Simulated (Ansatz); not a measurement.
## linear Os chain under tension and compression

Does stretching change the magnetism or the channel count of the linear Os chain?

Main program and level: Ansatz 0.2.0; DFT PBEsol, plane waves, PAW; relaxation of a chain's period, in the first sound run; inputs show where later runs differ.

### 1. The structure

The cell holds 1 atom: 1 Os. Cell: a = 7.500 Å, b = 7.500 Å, c = 2.678 Å, α = 90.0°, β = 90.0°, γ = 90.0°. Vacuum lies along a and b. The structure's axis is c.

### 2. Relaxation of atoms and period

Band widths follow the bond lengths, so the chain is relaxed first. The atoms and the third cell vector are free; the box across stays fixed as vacuum. Moments are seeded so that a magnetic state can form if it lies lower. A Fermi-Dirac smearing is set since the result may be a metal. The pressure printed is a third of the stress's trace over the whole box, vacuum included; only the stress along the axis is relaxed.

Contents of input.yaml:

```yaml
crystal:
  lattice:
    - [7.5, 0.0, 0.0]
    - [0.0, 7.5, 0.0]
    - [0.0, 0.0, 2.6784]
  atoms:
    - { symbol: Os, position: [0.5, 0.5, 0.0], spin: 1.5 }
magnetization:
  spin_polarized: true
kpoints:
  mp_grid: { grid: [1, 1, 30] }
scf:
  occupations: { method: fermi_dirac, width: 0.05 }
hamiltonian:
  xc: pbesol
relax:
  cell: { fix: [a, b, alpha, beta, gamma] }
  max_steps: 60
```

Run with:

```bash
$ ansatz run input.yaml --threads 4 --pin off --max-ram 8192MiB --backend cpu --events-out ev --progress --plain --runs-dir out
```

Numbers of over 12 decimals in the logs are rounded to 6 here.

What it wrote:

```text
Engine: ansatz 0.2.0, aarch64-unknown-linux-gnu
Pseudopotentials: kind: paw
Pseudopotential: Os, paw, valence charge 16, recommended cutoff 420 eV (normal), Os.paw.azcp
Functional definition: PBEsol
  exchange = pbesol_x
  correlation = pbesol_c
Crystal: 1 atoms, lattice volume = 150.660 Å³
Basis set: ecut = 420 eV, 3009 PW (Γ), exchange–correlation on 108×108×36 points (8 copies of the dense FFT grid, shifted against one another)
Bands: 13, of which v1, the nominal top of the filled ones, is band 8 counted from 1 (7 counted from 0)
Symmetry: 16 space group operations
Space group: P4/mmm (ITA 123), of the structure as read, at distance tolerance 5.3e-5 Å
Magnetic group: BNS 123.339 (UNI 999), of the structure as read, at distance tolerance 5.3e-5 Å
k-points: 16 of 30
Non-local potential: Os, projectors of the file, l = 0: 3, l = 1: 2, l = 2: 2, l = 3: 1
PAW form: soft (Blöchl's): semilocal exchange-correlation on the pseudo side does not see the compensation charge
PAW frozen core: Os, regenerated for the run's functional, and the local potential with it (the file was generated under x = pbe(κ = 0.804, μ = 0.219515), c = pbe(β = 0.066725))
PAW one-centre angular grid: Os, 590 points (default); XC on 64 Gauss nodes
Initial density: superposition of atomic densities (neutral atoms: chi_scale 0, normalization atom)
Starting moments: Σ|m| = 1.5 μB on 1 of 1 site
Initial wavefunctions: pseudopotential atomic-orbital guess
Functional: x = pbesol(κ = 0.804, μ = 0.123457), c = pbesol(β = 0.046)
iter 1 solved again at ethr=1.01e-3 eV; its pass at ethr=3.10e-3 eV (dr2=1.62e-1 eV) is discarded
SCF iter   1: F=—  HF=-11244.149530 eV  |F-HF|=—  |Δ(HF+E_count)|=         —  Δρ=1.27e-2 (↑1.25e-2 ↓1.27e-2)  dr2=1.64e-1  dr2_m=1.93e-1  M=1.793 μB ∫|m|=1.793 μB  β_m=0.30  ethr=1.01e-3  ⟨swp⟩=1.0  Hψ=2965  notcnv=0
Mixer restart at iter 1: flushing history
preconditioner: auto → LDOS  [metal: Δε(μ)=0.042 eV  Ē_g=5.129 eV  σ=0.050 eV  W_gap=0.20  n_scr=20 (ndim 8)  ℏωp=8.6 eV  f_vac=0.656  D(μ)=3.72/eV (n_scr^D=20)]
spin=Collinear: LDOS preconditioning applied to the charge; magnetization (m = ρ↑ − ρ↓) channel mixes plain (no charge-response kernel on spin).
SCF iter   2: F=—  HF=-11244.392762 eV  |F-HF|=—  |Δ(HF+E_count)|=         —  Δρ=1.70e-2 (↑1.27e-2 ↓1.70e-2)  dr2=9.82e-2  dr2_m=2.92e-1  M=2.472 μB ∫|m|=2.473 μB  β_m=1.00  ethr=1.01e-3  ⟨swp⟩=2.1  Hψ=552  notcnv=0
Mixer restart at iter 2: flushing history
SCF iter   3: F=—  HF=-11244.455347 eV  |F-HF|=—  |Δ(HF+E_count)|=   6.26e-2  Δρ=2.18e-3 (↑2.08e-3 ↓2.18e-3)  dr2=1.87e-2  dr2_m=2.16e-3  M=2.480 μB ∫|m|=2.483 μB  β_m=0.30  ethr=3.13e-4  ⟨swp⟩=3.3  Hψ=1077  notcnv=0
SCF iter   4: F=—  HF=-11244.457722 eV  |F-HF|=—  |Δ(HF+E_count)|=   2.38e-3  Δρ=1.60e-3 (↑1.29e-3 ↓1.60e-3)  dr2=8.68e-3  dr2_m=1.08e-3  M=2.508 μB ∫|m|=2.511 μB  β_m=0.52  ethr=1.17e-4  ⟨swp⟩=1.9  Hψ=583  notcnv=0
SCF iter   5: F=—  HF=-11244.463095 eV  |F-HF|=—  |Δ(HF+E_count)|=   5.37e-3  Δρ=1.10e-3 (↑7.04e-4 ↓1.10e-3)  dr2=1.77e-3  dr2_m=6.62e-4  M=2.566 μB ∫|m|=2.568 μB  β_m=0.76  ethr=5.43e-5  ⟨swp⟩=2.5  Hψ=639  notcnv=0
SCF iter   6: F=—  HF=-11244.465087 eV  |F-HF|=—  |Δ(HF+E_count)|=   1.99e-3  Δρ=4.63e-4 (↑2.50e-4 ↓4.63e-4)  dr2=1.18e-4  dr2_m=1.36e-4  M=2.610 μB ∫|m|=2.613 μB  β_m=0.88  ethr=1.11e-5  ⟨swp⟩=2.9  Hψ=836  notcnv=0  defer=3
SCF iter   7: F=—  HF=-11244.465295 eV  |F-HF|=—  |Δ(HF+E_count)|=   2.08e-4  Δρ=3.70e-4 (↑9.64e-5 ↓3.70e-4)  dr2=5.70e-5  dr2_m=5.80e-5  M=2.619 μB ∫|m|=2.621 μB  β_m=0.94  ethr=7.36e-7  ⟨swp⟩=2.0  Hψ=742  notcnv=0  defer=3
SCF iter   8: F=—  HF=-11244.465469 eV  |F-HF|=—  |Δ(HF+E_count)|=   1.74e-4  Δρ=3.43e-4 (↑3.59e-5 ↓3.43e-4)  dr2=4.49e-5  dr2_m=4.60e-5  M=2.623 μB ∫|m|=2.626 μB  β_m=0.97  ethr=3.56e-7  ⟨swp⟩=2.1  Hψ=661  notcnv=0  defer=3
SCF iter   9: F=—  HF=-11244.465670 eV  |F-HF|=—  |Δ(HF+E_count)|=   2.01e-4  Δρ=2.90e-4 (↑2.81e-5 ↓2.90e-4)  dr2=3.17e-5  dr2_m=3.33e-5  M=2.627 μB ∫|m|=2.630 μB  β_m=0.17  ethr=2.81e-7  ⟨swp⟩=2.0  Hψ=691  notcnv=0  defer=3
SCF iter  10: F=—  HF=-11244.465785 eV  |F-HF|=—  |Δ(HF+E_count)|=   1.15e-4  Δρ=1.92e-4 (↑8.84e-5 ↓1.92e-4)  dr2=1.82e-5  dr2_m=1.89e-5  M=2.626 μB ∫|m|=2.629 μB  β_m=0.20  ethr=1.98e-7  ⟨swp⟩=2.2  Hψ=799  notcnv=0  defer=3
SCF iter  11: F=—  HF=-11244.465901 eV  |F-HF|=—  |Δ(HF+E_count)|=   1.17e-4  Δρ=9.55e-5 (↑9.55e-5 ↓9.35e-5)  dr2=1.08e-5  dr2_m=9.46e-6  M=2.630 μB ∫|m|=2.633 μB  β_m=0.56  ethr=1.14e-7  ⟨swp⟩=2.2  Hψ=749  notcnv=0  defer=3
SCF iter  12: F=—  HF=-11244.465915 eV  |F-HF|=—  |Δ(HF+E_count)|=   1.31e-5  Δρ=1.45e-4 (↑4.22e-5 ↓1.45e-4)  dr2=9.77e-6  dr2_m=6.89e-6  M=2.637 μB ∫|m|=2.640 μB  β_m=0.66  ethr=6.74e-8  ⟨swp⟩=2.9  Hψ=805  notcnv=0  defer=3
SCF iter  13: F=—  HF=-11244.465911 eV  |F-HF|=—  |Δ(HF+E_count)|=   3.77e-6  Δρ=1.13e-4 (↑5.21e-6 ↓1.13e-4)  dr2=4.94e-6  dr2_m=4.66e-6  M=2.633 μB ∫|m|=2.636 μB  β_m=0.64  ethr=6.11e-8  ⟨swp⟩=3.3  Hψ=949  notcnv=0  defer=3
SCF iter  14: F=—  HF=-11244.465935 eV  |F-HF|=—  |Δ(HF+E_count)|=   2.38e-5  Δρ=3.38e-5 (↑3.48e-6 ↓3.38e-5)  dr2=4.73e-7  dr2_m=4.47e-7  M=2.634 μB ∫|m|=2.637 μB  β_m=0.66  ethr=3.09e-8  ⟨swp⟩=2.2  Hψ=772  notcnv=0  defer=3
SCF iter  15: F=—  HF=-11244.465937 eV  |F-HF|=—  |Δ(HF+E_count)|=   2.33e-6  Δρ=5.92e-6 (↑1.38e-6 ↓5.92e-6)  dr2=1.95e-8  dr2_m=1.51e-8  M=2.635 μB ∫|m|=2.638 μB  β_m=0.64  ethr=2.96e-9  ⟨swp⟩=2.3  Hψ=738  notcnv=0  defer=3
SCF iter  16: F=-11244.465937 eV  HF=-11244.465937 eV  |F-HF|=6.26e-10  |Δ(HF+E_count)|=   6.52e-8  Δρ=1.23e-6 (↑3.81e-7 ↓1.23e-6)  dr2=1.07e-9  dr2_m=4.56e-10  M=2.635 μB ∫|m|=2.638 μB  ethr=1.22e-10  ⟨swp⟩=1.9  Hψ=1428  notcnv=0
SCF 1 converged in 16 iterations: F = -11244.465937 eV  dr2 = 1.07e-9
  greatest PAW one-centre occupation: 1.000 electrons in one spin orbital (limit 2), on the Os atom at site 0 (counted from 0), in its partial waves of l = 0
relax step   1: F+E_penalty+E_count = -11244.46593695 eV  Δ(F+E_penalty+E_count) = +0.000e0 eV  max|allowed force component| = 0.000e0 eV/Å  Δτ_max = 0.0000 Å  P = -3.079 GPa  Ω = 150.660 Å³  fix = [a, b, alpha, beta, gamma]  reactions: a -0.142, b -0.142 GPa  (16 SCF iters, dr2 threshold 1.00e-7 eV, accepted)
Crystal: 1 atoms, lattice volume = 143.315 Å³
Basis set: ecut = 420 eV, 2817 PW (Γ), exchange–correlation on 108×108×36 points (8 copies of the dense FFT grid, shifted against one another)
Initial density: handed on by an earlier stage of this run
Starting moments: Σ|m| = 1.5 μB on 1 of 1 site; this step starts from the density that it was given
Initial wavefunctions: those handed on with the density
[...]
relax step   3: F+E_penalty+E_count = -11245.24949436 eV  Δ(F+E_penalty+E_count) = -3.699e-1 eV  max|allowed force component| = 0.000e0 eV/Å  Δτ_max = 0.0000 Å  P = -2.586 GPa  Ω = 135.971 Å³  energy of the carried Pulay correction = +3.676e-4 eV  fix = [a, b, alpha, beta, gamma]  reactions: a -0.142, b -0.142 GPa  (8 SCF iters, dr2 threshold 1.00e-7 eV, accepted)
[...]
relax step   4: F+E_penalty+E_count = -11245.51244763 eV  Δ(F+E_penalty+E_count) = -2.630e-1 eV  max|allowed force component| = 0.000e0 eV/Å  Δτ_max = 0.0000 Å  P = -1.691 GPa  Ω = 128.626 Å³  energy of the carried Pulay correction = +5.684e-4 eV  fix = [a, b, alpha, beta, gamma]  reactions: a -0.135, b -0.135 GPa  (31 SCF iters, dr2 threshold 1.00e-7 eV, accepted)
[...]
relax step   5: F+E_penalty+E_count = -11245.49438683 eV  Δ(F+E_penalty+E_count) = +1.806e-2 eV  max|allowed force component| = 0.000e0 eV/Å  Δτ_max = 0.0000 Å  P = +2.140 GPa  Ω = 121.281 Å³  energy of the carried Pulay correction = +7.818e-4 eV  fix = [a, b, alpha, beta, gamma]  (10 SCF iters, dr2 threshold 1.00e-7 eV, rejected (line search))
[...]
relax step   6: F+E_penalty+E_count = -11245.56984843 eV  Δ(F+E_penalty+E_count) = -5.740e-2 eV  max|allowed force component| = 0.000e0 eV/Å  Δτ_max = 0.0000 Å  P = -0.060 GPa  Ω = 124.954 Å³  energy of the carried Pulay correction = +6.735e-4 eV  fix = [a, b, alpha, beta, gamma]  reactions: a -0.134, b -0.134 GPa  (11 SCF iters, accepted)
[...]
relax step   7: F+E_penalty+E_count = -11245.56986121 eV  Δ(F+E_penalty+E_count) = -1.278e-5 eV  max|allowed force component| = 0.000e0 eV/Å  Δτ_max = 0.0000 Å  P = -0.095 GPa  Ω = 125.019 Å³  energy of the carried Pulay correction = +6.715e-4 eV  fix = [a, b, alpha, beta, gamma]  reactions: a -0.134, b -0.134 GPa  (6 SCF iters, dr2 threshold 1.91e-8 eV, accepted)
Basis set: ecut = 420 eV, 2463 PW (Γ), exchange–correlation on 108×108×30 points (8 copies of the dense FFT grid, shifted against one another)
Initial wavefunctions: pseudopotential atomic-orbital guess (no wavefunctions were taken with the density)
iter 1 solved again at ethr=8.32e-8 eV; its pass at ethr=3.10e-3 eV (dr2=1.33e-5 eV) is discarded
SCF iter   1: F=—  HF=-11245.568894 eV  |F-HF|=—  |Δ(HF+E_count)|=         —  Δρ=8.31e-5 (↑8.31e-5 ↓8.31e-5)  dr2=5.77e-6  dr2_m=2.24e-11  M=-0.000 μB ∫|m|=0.000 μB  β_m=0.65  ethr=8.32e-8  ⟨swp⟩=4.1  Hψ=3730  notcnv=0
preconditioner: auto → Resta (q_TF=auto, 1.937 Å⁻¹)  ε∞=2.8  [insulator: Δε(μ)=0.166 eV  Ē_g=6.937 eV  σ=0.050 eV  W_gap=0.68  n_scr=20 (ndim 8)  ℏωp=9.4 eV  f_vac=0.675  D(μ)=2.21/eV (n_scr^D=12)  ε∞_Penn≈2.8  vacuum switching on, ρ_ref=3.5e-3 e/Å³]
spin=Collinear: Resta preconditioning applied to the charge; magnetization (m = ρ↑ − ρ↓) channel mixes plain (no charge-response kernel on spin).
SCF iter   2: F=—  HF=-11245.568899 eV  |F-HF|=—  |Δ(HF+E_count)|=   5.23e-6  Δρ=3.00e-5 (↑2.99e-5 ↓3.00e-5)  dr2=7.92e-7  dr2_m=1.85e-11  M=-0.000 μB ∫|m|=0.000 μB  β_m=0.54  ethr=3.60e-8  ⟨swp⟩=2.7  Hψ=686  notcnv=0
SCF iter   3: F=—  HF=-11245.568900 eV  |F-HF|=—  |Δ(HF+E_count)|=   1.46e-6  Δρ=1.41e-5 (↑1.40e-5 ↓1.41e-5)  dr2=1.87e-7  dr2_m=1.09e-11  M=-0.000 μB ∫|m|=0.000 μB  β_m=0.77  ethr=4.95e-9  ⟨swp⟩=2.4  Hψ=538  notcnv=0
SCF iter   4: F=—  HF=-11245.568901 eV  |F-HF|=—  |Δ(HF+E_count)|=   9.08e-7  Δρ=1.70e-6 (↑1.61e-6 ↓1.70e-6)  dr2=2.30e-8  dr2_m=2.87e-12  M=-0.000 μB ∫|m|=0.000 μB  β_m=0.88  ethr=1.17e-9  ⟨swp⟩=2.0  Hψ=546  notcnv=0
SCF iter   5: F=—  HF=-11245.568901 eV  |F-HF|=—  |Δ(HF+E_count)|=   7.32e-8  Δρ=2.12e-7 (↑2.12e-7 ↓2.08e-7)  dr2=2.20e-10  dr2_m=2.18e-13  M=-0.000 μB ∫|m|=0.000 μB  β_m=0.94  ethr=1.44e-10  ⟨swp⟩=3.0  Hψ=748  notcnv=0
SCF iter   6: F=—  HF=-11245.568901 eV  |F-HF|=—  |Δ(HF+E_count)|=  2.04e-10  Δρ=9.34e-8 (↑9.34e-8 ↓8.05e-8)  dr2=4.07e-11  dr2_m=9.30e-14  M=-0.000 μB ∫|m|=0.000 μB  β_m=0.97  ethr=1.38e-12  ⟨swp⟩=2.2  Hψ=566  notcnv=0
SCF iter   7: F=—  HF=-11245.568901 eV  |F-HF|=—  |Δ(HF+E_count)|=  1.53e-10  Δρ=1.04e-8 (↑1.04e-8 ↓7.72e-9)  dr2=5.13e-13  dr2_m=2.67e-14  M=-0.000 μB ∫|m|=0.000 μB  β_m=0.99  ethr=1.00e-12  ⟨swp⟩=2.1  Hψ=520  notcnv=0
SCF iter   8: F=-11245.568901 eV  HF=-11245.568901 eV  |F-HF|=9.09e-12  |Δ(HF+E_count)|=  5.46e-12  Δρ=2.32e-9 (↑1.47e-9 ↓2.32e-9)  dr2=9.24e-15  dr2_m=1.27e-15  M=-0.000 μB ∫|m|=0.000 μB  ethr=1.00e-12  ⟨swp⟩=3.6  Hψ=1435  notcnv=0
the starting moments were not kept: the SCF closed with an absolute magnetisation of 1.8e-7 μB, where they sum to 1.5 μB in size (1 site). That is at most 0.1 of that sum. Measured as dr2_m measures the in/out step, that magnetisation stands 1.0e-14 eV from none, at or under the dr2_threshold of 1.0e-11 eV: it is no larger than a step whose dr2_m would equal this threshold.
SCF 8 converged in 8 iterations: F = -11245.568901 eV  dr2 = 9.24e-15
relax step   8: F+E_penalty+E_count = -11245.56890121 eV  Δ(F+E_penalty+E_count) = +9.600e-4 eV  max|allowed force component| = 0.000e0 eV/Å  Δτ_max = 0.0000 Å  P = -0.095 GPa  Ω = 125.019 Å³  fix = [a, b, alpha, beta, gamma]  reactions: a -0.133, b -0.133 GPa  stress off target by 1.81e-2 GPa on what of the cell is left free  SCF on the basis re-selected at this cell (its energy is not comparable with the rows above)  (8 SCF iters)
basis re-selected at this cell: Δ(F+E_penalty+E_count) = +9.600e-4 eV, ΔP = +0.000 GPa vs the last step (what re-selecting the basis moved, of the pressure what is left beyond the Pulay correction that the steps carried, after the strain that the cell walked since its last selection, with what the two solves' SCF thresholds leave and, on support functions, any second-order correction that the steps lacked; it is no measure of the basis error at this ecutwfc). The dense FFT grid was sized anew with the basis: this SCF ran on 54×54×15 points, the steps before it on 54×54×18, so part of this shift can come from that change (see relax.cell in the input reference). [rest of the remark cut]
SCF converged after 8 iterations
Magnetization: -0.0000 μB (8.0000 up, 8.0000 down)
Absolute magnetization: 0.0000 μB (∫|ρ↑−ρ↓|, with the PAW one-centre terms)
Spin contamination: 0.0000 ħ² per cell (⟨S²⟩ above its minimum at these occupations)
Per-site moments (μB) at R_I (Å): [(-1.1629732985676732e-7, 0.916809)]
Free energy (F): -11245.568901 eV
Harris-Foulkes:  -11245.568901 eV  (|F-HF|=9.09e-12)
Internal energy: -11245.549721 eV  (E = F + TS)
E sigma→0 (E₀):  -11245.559311 eV
Entropy (-TS):   -0.019181 eV (-19.181 meV/atom)
Fermi energy:    -1.962153 eV
--- Per-component energies (eV) ---
  E_band       = -491.098439
  E_kinetic    = 561.388549
  E_local      = -4076.318648  (includes V_loc(G=0)·N_el)
  E_nonlocal   = 3.511628
  E_hartree    = 1755.215624
  E_xc         = -260.270234
  E_vxc        = -277.054820  (∫ρ·V_xc dr)
  E_paw        = -8880.650797  (= ΣΔE_a)
  E_vpaw       = -213.056326  (= ΣTr[D̂ρ^β])
  E_aug_tail   = -0.000074  (compensation charges beyond the density's cutoff)
  E_ewald      = -348.673701
  E_core_change = 0.247933  (= ΣΔE_core)
  E_smearing   = -0.019181  (= −TS)
  E_closure    = -0.000000  (closes the sum)
  Σ components = -11245.568901   (vs F -11245.568901, Δ=0.00e0)
--- Forces (eV/Å), atoms counted from 1 ---
  atom   1  Os     0.00000000    -0.00000000     0.00000000
  max |Σ_I F_I| component: 1.77e-28 eV/Å
--- Stress (GPa, compression-positive) ---
       -0.132695       0.000000       0.000000
        0.000000      -0.132695       0.000000
        0.000000       0.000000      -0.018147
  P = ⅓ Tr σ = -0.0945 GPa (-0.945 kbar)
--- Relaxed structure (7 steps of the walk, 6 accepted, 1 SCFs on fresh bases) ---
  F+E_penalty+E_count = -11245.56890121 eV   max|allowed force component| = 0.000e0 eV/Å   (the final SCF, on the basis selected at the relaxed cell)
  cell:  # Å, volume = 125.0194 Å³
    - [7.5, 0.0, 0.0]
    - [0.0, 7.5, 0.0]
    - [0.0, 0.0, 2.222566]
  atoms:
    - { symbol: Os, position: [0.5, 0.5, 0.0] }
```

The job ended after 15 s (4 threads of Arm Neoverse V1, shared host; peak memory 0.41 GiB).

Step by step:

| step | energy less that of the first step (eV) | largest force component (eV/Å) | pressure (GPa) | volume (Å³) |
| --- | --- | --- | --- | --- |
| 1 | 0.0000 | 0.0000 | -3.08 | 150.66 |
| 2 | -0.4137 | 0.0000 | -2.86 | 143.32 |
| 3 | -0.7836 | 0.0000 | -2.59 | 135.97 |
| 4 | -1.0465 | 0.0000 | -1.69 | 128.63 |
| 5 | -1.0284 | 0.0000 | 2.14 | 121.28 |
| 6 | -1.1039 | 0.0000 | -0.06 | 124.95 |
| 7 | -1.1039 | 0.0000 | -0.09 | 125.02 |
| 8* | -1.1030 | 0.0000 | -0.09 | 125.02 |

Relaxation steps marked * repeat the geometry before them on a plane-wave basis chosen anew for their cell, so energy and pressure can jump there. Relaxation step 5 was tried and not accepted.

| cell as run | before | after | change |
| --- | --- | --- | --- |
| c (Å) | 2.678 | 2.223 | -17.0 % |

Final coordinates:

```xyz
1
Lattice="7.5000 0.0000 0.0000 0.0000 7.5000 0.0000 0.0000 0.0000 2.2226" Properties=species:S:1:pos:R:3
Os    3.7500    3.7500    0.0000
```

This step gave:

| Item | Value |
| --- | --- |
| energy at zero smearing | -11245.5593 eV |
| cell length along the wire | 2.223 Å |

The cell's length comes to 2.223 Å with no moment. That is -17 % against the start, more than a small adjustment.

The cell shrank by 17.0 % in its periodic edges.

[end of part 1 of 3]

[Logs are printed without paths, hosts, clocks, repeated set-up lines and the standing remarks that a program may print on its own settings, such as how far it seeks lower states.]

[Hosts, paths, dates, database ids (printed as entryN), source tags and the programs' standing remarks are cut or masked in the printed files.]
